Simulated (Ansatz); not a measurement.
**MgO (Fm-3m):Nb_Mg, thermodynamic levels from a 54-atom cell**

Charge states of Nb_Mg in MgO (Fm-3m), set against the band edges. Model: a cell of 54 host atoms with 1 Mg taken out and 1 Nb put in.

Method: place-levels on r2SCAN runs: charge-transition levels and formation energies with image-charge correction and potential alignment at the atomic sites; PAW set soft_1, in Ansatz 0.2.0.

Experimental background.

“Electronic structure of alkaline earth and post-transition metal oxides” (2009, arxiv:0908.1581) quotes from earlier work for MgO, rocksalt (bulk crystal): band gap (literature experimental gap) 7.83 eV [Literature value based on experiment; other listed experimental values range from 7.7 to …].

This is a report of a sequence of runs, with most program output left out.

## 1. The starting structure

The cell holds 54 atoms: 26 Mg, 27 O and 1 Nb. Its edges and angles: a = 8.925 Å, b = 8.925 Å, c = 8.925 Å, α = 60.0°, β = 60.0°, γ = 60.0°. It derives from MgO (space group Fm-3m). Nearest the centre at fractional (0.667, 0.667, 0.333): Nb51 at 0.00 Å, O28 at 2.10 Å, O32 at 2.10 Å, O44 at 2.10 Å, O50 at 2.10 Å, O46 at 2.10 Å, O34 at 2.10 Å, Mg35 at 2.98 Å.

The host's dielectric constants go in as inputs: 3.24 for the electrons alone, 10.37 with the ions, from a response run on this crystal (DFPT, PBEsol) at that run's own cell.

The cell's shortest repeat is 8.9 Å.

## 2. What was run first

Levels follow from differences of total energies between charge states, each relaxed by itself.

Each atom starts 0.05 Å or so off its site in a random direction: a symmetric start keeps its symmetry, and would miss off-centre moves and Jahn–Teller distortions. Forces are taken at one point at (¼, ¼, ¼). The cell holds 1 electron more than the neutral one, with a uniform background that keeps it neutral on the whole.

The sampling was tested on the host first: at the k-points planned (1x1x1 shifted 0.25 0.25 0.25) its energy lies 0.020 eV an atom from the dense-mesh value, under the bound of 0.02 eV set for this test; that bounds the host's error, not the defect's.

One state's input; the others differ in charge, spin, start and seed, and in occupations where the table says so.

The input, qm1.relax/input.yaml:

```yaml
crystal:
  lattice:
    - [0.0, 6.31124291, 6.31124291]
    - [6.31124291, 0.0, 6.31124291]
    - [6.31124291, 6.31124291, 0.0]
  atoms:
    - { symbol: Mg, position: [0.0, 0.0, 0.0] }
    - { symbol: O, position: [0.16666667, 0.16666667, 0.16666667] }
[... 6 atom lines left out ...]
    - { symbol: Mg, position: [0.0, 0.33333333, 0.33333333] }
[... 3 atom lines left out ...]
    - { symbol: Mg, position: [0.0, 0.66666667, 0.0] }
[... 1 atom line left out ...]
    - { symbol: Mg, position: [0.0, 0.66666667, 0.33333333] }
[... 5 atom lines left out ...]
    - { symbol: Mg, position: [0.33333333, 0.0, 0.33333333] }
[... 6 atom lines left out ...]
    - { symbol: O, position: [0.5, 0.5, 0.5] }
[... 1 atom line left out ...]
    - { symbol: O, position: [0.5, 0.5, 0.83333333] }
[... 1 atom line left out ...]
    - { symbol: O, position: [0.5, 0.83333333, 0.16666667] }
    - { symbol: Mg, position: [0.33333333, 0.66666667, 0.33333333] }
    - { symbol: O, position: [0.5, 0.83333333, 0.5] }
    - { symbol: Mg, position: [0.33333333, 0.66666667, 0.66666667] }
[... 1 atom line left out ...]
    - { symbol: Mg, position: [0.66666667, 0.0, 0.0] }
[... 1 atom line left out ...]
    - { symbol: Mg, position: [0.66666667, 0.0, 0.33333333] }
[... 4 atom lines left out ...]
    - { symbol: O, position: [0.83333333, 0.5, 0.16666667] }
    - { symbol: Mg, position: [0.66666667, 0.33333333, 0.33333333] }
    - { symbol: O, position: [0.83333333, 0.5, 0.5] }
    - { symbol: Mg, position: [0.66666667, 0.33333333, 0.66666667] }
[... 1 atom line left out ...]
    - { symbol: Mg, position: [0.66666667, 0.66666667, 0.0] }
    - { symbol: O, position: [0.83333333, 0.83333333, 0.16666667] }
    - { symbol: Nb, position: [0.66666667, 0.66666667, 0.33333333] }
[... 1 atom line left out ...]
    - { symbol: Mg, position: [0.66666667, 0.66666667, 0.66666667] }
    - { symbol: O, position: [0.83333333, 0.83333333, 0.83333333] }
  host:
    repeats: [3, 3, 3]
    atoms:
      - { symbol: Mg, position: [0.0, 0.0, 0.0] }
      - { symbol: O, position: [0.5, 0.5, 0.5] }
total_charge: -1
basis:
  ecutwfc: 500
  xc_grid: 2
hamiltonian:
  xc: r2scan
  pseudopotentials: { kind: paw, azcp: { folder: soft_1 } }
kpoints:
  mp_grid: { grid: [1, 1, 1], shift: [0.25, 0.25, 0.25] }
scf:
  occupations: { method: fixed }
  max_iter: 80
output:
  forces: true
  charged_corrections:
    epsilon: 3.24
    static_epsilon: 10.37
    defect_position: [0.666667, 0.666667, 0.333333]
relax:
  f_tol: 0.02
  max_steps: 80
  random_displacement: { amplitude: 0.05, seed: 6482 }
checkpoint:
  write: "../qm1.relax.run"
  compress: false
  write_wavefunctions: true
  write_every: 100000
```

Launch:

```sh
$ ansatz run input.yaml --threads 4 --pin off --max-ram 15073MiB --backend cpu --events-out ev --progress --plain --runs-dir out
```

The relaxed structure is kept and the sampling changed to a 2×2×2 shifted mesh.

The run of this state that the levels use, under r2SCAN:

The input, qm1.point/input.yaml:

```yaml
crystal:
  checkpoint: "../qm1.relax.run"
  host: checkpoint
total_charge: -1
basis:
  ecutwfc: 500
  xc_grid: 2
hamiltonian:
  xc: r2scan
  pseudopotentials: { kind: paw, azcp: { folder: soft_1 } }
kpoints:
  mp_grid: { grid: [2, 2, 2], shift: [0.5, 0.5, 0.5] }
scf:
  occupations: { method: fermi_dirac, width: 0.01 }
  max_iter: 80
output:
  forces: true
  eigenvalues: true
  charged_corrections:
    epsilon: 3.24
    static_epsilon: 10.37
    defect_position: [0.666667, 0.666667, 0.333333]
  eigenstates: { localisation: true }
  populations: true
  band_densities: [{ bands: [v1, v1] }, { bands: [c1, c1] }]
  write_density: true
  write_potential: true
  volumetric_format: npy
checkpoint:
  read: "../qm1.relax.run"
  write: "../qm1.point.run"
  compress: false
  write_wavefunctions: false
  write_every: 100000
```

Relaxations under r2SCAN at one point at (¼, ¼, ¼); times on 4 threads of Arm Neoverse V1, shared host:

```csv
charge,moment (μB),occupations,outcome,steps,largest displacement against the far atoms (Å),time
−1,0,fixed,converged,7,0.24,2.9 min
−1,4,fixed,converged,5,0.11,2.3 min
−1,2,fixed,converged,6,0.11,2.9 min
0,1,fixed,converged,8,0.11,4.9 min
0,3,fixed,converged,5,0.10,2.4 min
+1,0,fixed,converged,9,0.09,3.5 min
+1,2,fixed,converged,7,0.08,3.9 min
+2,1,fixed,converged,8,0.10,4.2 min
```

Single points under r2SCAN at a 2×2×2 shifted mesh; times on 4 threads of Arm Neoverse V1, shared host:

```csv
charge,moment (μB),occupations,outcome,time
−1,0,fermi-dirac,converged,77 s
−1,4,fermi-dirac,converged,2.7 min
−1,2,fermi-dirac,converged,3.5 min
0,1,fermi-dirac,converged,2.5 min
0,3,fermi-dirac,converged,2.4 min
+1,0,fermi-dirac,converged,60 s
+1,2,fermi-dirac,converged,3.1 min
+2,1,fermi-dirac,converged,3.3 min
```

Distances (Å) from Nb51 to the nearest atoms after relaxation with r2SCAN:

```csv
charge,moment (μB),1.,2.,3.,4.,5.,6.
−1,0,O 2.22,O 2.22,O 2.22,O 2.22,O 2.34,O 2.34
−1,4,O 2.21,O 2.21,O 2.21,O 2.21,O 2.21,O 2.21
−1,2,O 2.21,O 2.21,O 2.21,O 2.21,O 2.21,O 2.21
0,1,O 2.21,O 2.21,O 2.21,O 2.21,O 2.21,O 2.21
0,3,O 2.21,O 2.21,O 2.21,O 2.21,O 2.21,O 2.21
+1,0,O 2.02,O 2.02,O 2.19,O 2.19,O 2.19,O 2.19
+1,2,O 2.11,O 2.11,O 2.11,O 2.11,O 2.18,O 2.18
+2,1,O 2.00,O 2.00,O 2.10,O 2.10,O 2.10,O 2.10
```

## 3. Levels against the band edges, r2SCAN

A charged cell interacts with its images and the background, and its potential has another zero than the host's. place-levels removes the first by a point-charge model, screened by the static dielectric constant since the ions have relaxed around the charge, and the second by comparing potentials at atoms far from the defect.

The host is a run of the defect-free crystal in the same cutoffs, grids and k-points, so that basis and sampling errors cancel in part in the differences. The host is run in a cell of 2 atoms on a matching mesh. Its band edges are searched through the zone by a band path, so the gap is smaller than, or equal to, that on the mesh. Chemical potentials are energies per atom of Mg (hcp) and Nb (bcc), run with the same functional and cutoff.

The input, levels.point.yaml:

```yaml
host:
  run: host.point.run
states: [qm1.point.run, qm1_M4.point.run, qm1_M2.point.run, q0_M1.point.run, q0_M3.point.run, qp1.point.run, qp1_M2.point.run, qp2_M1.point.run]
geometry_from:
  qm1.point.run: qm1.relax.run
  qm1_M4.point.run: qm1_M4.relax.run
  qm1_M2.point.run: qm1_M2.relax.run
  q0_M1.point.run: q0_M1.relax.run
  q0_M3.point.run: q0_M3.relax.run
  qp1.point.run: qp1.relax.run
  qp1_M2.point.run: qp1_M2.relax.run
  qp2_M1.point.run: qp2_M1.relax.run
chemical_potentials:
  Mg:
    energy: -1926.407918
    dataset: "<sha256 of the dataset>"
  Nb:
    energy: -4563.656891
    dataset: "<sha256 of the dataset>"
epsilon: 3.24
static_epsilon: 10.37
vertical:
  - { from: qm1.point.run, to: qm1.point_neutral.run }
  - { from: qm1_M4.point.run, to: qm1_M4.point_neutral.run }
  - { from: qm1_M2.point.run, to: qm1_M2.point_neutral.run }
  - { from: qp1.point.run, to: qp1.point_neutral.run }
  - { from: qp1_M2.point.run, to: qp1_M2.point_neutral.run }
  - { from: qp2_M1.point.run, to: qp2_M1.point_neutral.run }
```

Launch:

```sh
$ ansatz place-levels levels.point.yaml -- --threads 4 --pin off --max-ram 15073MiB
```

Run time: 0.99 s. Hardware: 4 threads of Arm Neoverse V1, shared host.

Levels between the charges placed, in eV above the valence top:

```csv
,gap (eV),(+2/+1),(+1/0),(0/−1)
r2SCAN,5.68,2.84,3.88,5.72
```

Corrections by state:

```csv
charge,moment (μB),image terms and alignment (eV),band filling (eV),ε used,"over the lowest of its charge, as the program ranks them, band filling apart (eV)"
+2,1.0,1.855,-,10.37,0.000
+1,2.0,0.668,-,10.37,0.000
0,3.0,0.000,-,-,0.000
−1,4.0,-0.234,-1.143,10.37,0.000
+1,0.0,0.669,-,10.37,1.035
0,1.0,0.000,-,-,0.649
−1,2.0,-0.070,-,10.37,0.048
−1,0.0,-0.155,-,10.37,0.639
```

The charged structures listed were also run neutral, and place-levels reads from each pair, by the potential or the spins, how wide the charge is by which they differ; that can be the carrier of either run.

```csv
charge,rms radius (Å),spread where it is widest against the cell (Å),wide from (Å),reading
+2,2.0,1.18,1.26,narrow
+1,1.5,0.86,1.26,narrow
−1,4.3,2.51,1.26,wide
```

The neutral runs of these pairs need not share the spin of the lowest neutral state, and very wide values only mean spread over the cell.

From the program's caveats on the states, each cut to its opening words:

- charge +2 (1 μB): it parts from the run that its charge is read beside by 2 carriers, of which the mean alone is read, by its potential at epsilon 3.24, taken for that of held [...]
- charge +2 (1 μB), +1 (2 μB), 0 (3 μB), −1 (4 μB), +1, 0 (1 μB), −1 (2 μB), −1: its alignment with the host at atomic sites is doubtful: the cell is too small to show whether the defect's potential has decayed: take a larger one
- charge +2 (1 μB), +1 (2 μB), 0 (3 μB), −1 (4 μB), 0 (1 μB), −1 (2 μB): flagged: stability check not made
- charge −1 (4 μB): it parts from the run at its places by a charge that spreads by about 2.5 Å along one vector (1.3 Å or more is wide), by its potential at epsilon 3.24, taken [...]
- charge −1 (4 μB): a band-filling correction moves a carrier to the host's band edge, which changes its energy by -1.143 eV
- charge −1 (4 μB): its moments are held at its close (magnetization.spin_locking), by a field of 0.354 eV a Bohr magneton, and its energy and levels are of the state that this [...]
- charge −1 (2 μB): the host's ions (past the first shell or, of a walk that freed a part, those that it held) aren't shown at rest: they stand up to 0.020 Å off their sites, 0.48 [...]
- charge −1 (2 μB): its moments are held at its close (magnetization.spin_locking), by a field of 0.386 eV a Bohr magneton, and its energy and levels are of the state that this [...]

The host's formation energy from the elements is -2.963 eV per atom; it sets how far the chemical potentials can move.

Limit set by the element alone; other compounds of these elements are not counted. Chemical potentials from the elements' reference states: Mg 0.00 eV, O -5.93 eV, Nb 0.00 eV. Formation energy by charge state (Mg-rich; gap 5.68 eV):

```csv
charge,at valence top (eV),at conduction bottom (eV),correction included (eV)
+2,-2.26,9.10,1.86
+1,0.59,6.27,0.67
0,4.47,4.47,0.00
−1,10.19,4.51,-1.38
```

| Fermi level (eV) | lowest formation energy (eV) |
| --- | --- |
| 0.00 | -2.26 |
| 0.52 | -1.22 |
| 1.03 | -0.19 |
| 1.55 | 0.84 |
| 2.06 | 1.87 |
| 2.58 | 2.90 |
| 3.10 | 3.69 |
| 3.61 | 4.20 |
| 4.13 | 4.47 |
| 4.65 | 4.47 |
| 5.16 | 4.47 |
| 5.68 | 4.47 |

Limit set by the element alone; other compounds of these elements are not counted. Chemical potentials from the elements' reference states: O 0.00 eV, Mg -5.93 eV, Nb 0.00 eV. Formation energies (O-rich), with the Fermi level at the valence top and at the conduction bottom (gap 5.68 eV):

```csv
charge,at valence top (eV),at conduction bottom (eV),correction included (eV)
+2,-8.18,3.18,1.86
+1,-5.34,0.34,0.67
0,-1.46,-1.46,0.00
−1,4.26,-1.42,-1.38
```

Fermi level (eV), lowest formation energy (eV) and a bar from the least value:
```
     0.00      -8.18 
     0.52      -7.15 #####
     1.03      -6.12 #########
     1.55      -5.09 ##############
     2.06      -4.05 ##################
     2.58      -3.02 #######################
     3.10      -2.24 ###########################
     3.61      -1.72 #############################
     4.13      -1.46 ##############################
     4.65      -1.46 ##############################
     5.16      -1.46 ##############################
     5.68      -1.46 ##############################
```

## 4. Effect of the sampling

The relaxations' own energies give the levels at their sampling, for comparison.

The input, levels.relax_mesh.yaml:

```yaml
host:
  run: host.relax.run
states: [qm1.relax.run, qm1_M4.relax.run, qm1_M2.relax.run, q0_M1.relax.run, q0_M3.relax.run, qp1.relax.run, qp1_M2.relax.run, qp2_M1.relax.run]
chemical_potentials:
  Mg:
    energy: -1926.407918
    dataset: "<sha256 of the dataset>"
  Nb:
    energy: -4563.656891
    dataset: "<sha256 of the dataset>"
```

Launch:

```sh
$ ansatz place-levels levels.relax_mesh.yaml -- --threads 4 --pin off --max-ram 15073MiB
```

Elapsed: 0.26 s, on 4 threads.

Levels between neighbouring charges, in eV above the valence top:

```csv
,gap (eV),(+2/+1),(+1/0),(0/−1)
"one point at (¼, ¼, ¼)",5.66,2.81,3.83,5.70
a 2×2×2 shifted mesh,5.68,2.84,3.88,5.72
```

Going from one point at (¼, ¼, ¼) to a 2×2×2 shifted mesh moves the levels that carry no band-filling term by up to 0.05 eV and formation energies against the elements by up to 0.13 eV; band-filling terms, which differ between samplings, are in these energies.

## 5. Results

```json
{"gap of the host": "5.68 eV (r2SCAN)", "level (plus 2/plus 1)": "2.84 eV above the valence top", "level (plus 1/0)": "3.88 eV above the valence top", "level (0/minus 1)": "5.72 eV above the valence top, past the conduction bottom (6.86 eV above the valence top without the band-filling term)", "lowest of the charges placed, just above the valence top (0.02 eV)": "+2", "lowest of the charges placed, just below the conduction bottom (0.02 eV)": "0", "lowest formation energy at mid-gap of the charges run, Mg-rich": "3.42 eV", "lowest formation energy at mid-gap of the charges run, O-rich": "-2.50 eV"}
```

What this shows: Of the charges placed (−1, 0, +1 and +2), the lowest changes at 2.84 eV (+2/+1) and 3.88 eV (+1/0) above the valence top, in a gap of 5.68 eV. Charges above +2 were not placed, so these runs say nothing of levels that involve them. States placed: +2 at 1 μB; +1 at 2 μB and 0 μB; 0 at 3 μB and 1 μB; −1 at 4 μB, 2 μB and 0 μB. Other spin states or structures, where not listed, weren't placed. The program finds carriers beyond a band edge of the host and adds a band-filling term at charge −1 (-1.14 eV); steps to such a charge show no bound level, and a defect level inside a band would be read the same way. Corrections reach 1.9 eV, so the cell is small for these charges and their levels are rough. Nb is taken at its element; compounds, which aren't counted here, bound the chemical potentials and would shift these formation energies. The lowest formation energy (O-rich) is negative across the gap, so the defect would form by itself: these chemical potentials lie beyond what competing compounds allow, or the host is unstable against it. Going from one point at (¼, ¼, ¼) to a 2×2×2 shifted mesh moves the levels that carry no band-filling term by up to 0.05 eV and formation energies against the elements by up to 0.13 eV; band-filling terms, which differ between samplings, are in these energies. The program doubts the alignment of potentials for at least one state, a sign that the cell is small. What this leaves open: the images are only 8.9 Å apart; r2SCAN makes the gap too small and tends to spread out bound carriers; where a gas molecule sets a chemical potential or the host's formation energy, its binding is uncorrected; force components of up to 1.26 eV/Å remain in a run at the final settings.

Calculation against experiment:

```
                             quantity  measured           r2SCAN
band gap (least gap of the host) (eV)      7.83  5.68 (-2.15 eV)
```

Measured values from arxiv:0908.1581 (2009).

Verdict: The band gap is off by -2.15 eV: a clear miss. Local and semilocal functionals usually give gaps below the measured ones. Zero-point and thermal motion shift the measured gap.

[Logs are printed without paths, hosts, clocks, repeated set-up lines and the standing remarks that a program may print on its own settings, such as how far it seeks lower states.]

[Hosts, paths, dates, database ids (printed as entryN), source tags and the programs' standing remarks are cut or masked in the printed files.]

[Where a table of states has a column of steps, it counts the stored structures, which are thinned; the runs took as many ionic steps or more.]

[A defect's name tells the site on which it was built; relaxed atoms can leave that site.]

[For some hosts the program warned that the k-mesh of the response run may be too coarse for force constants and the static dielectric constant; such warnings are not shown here.]
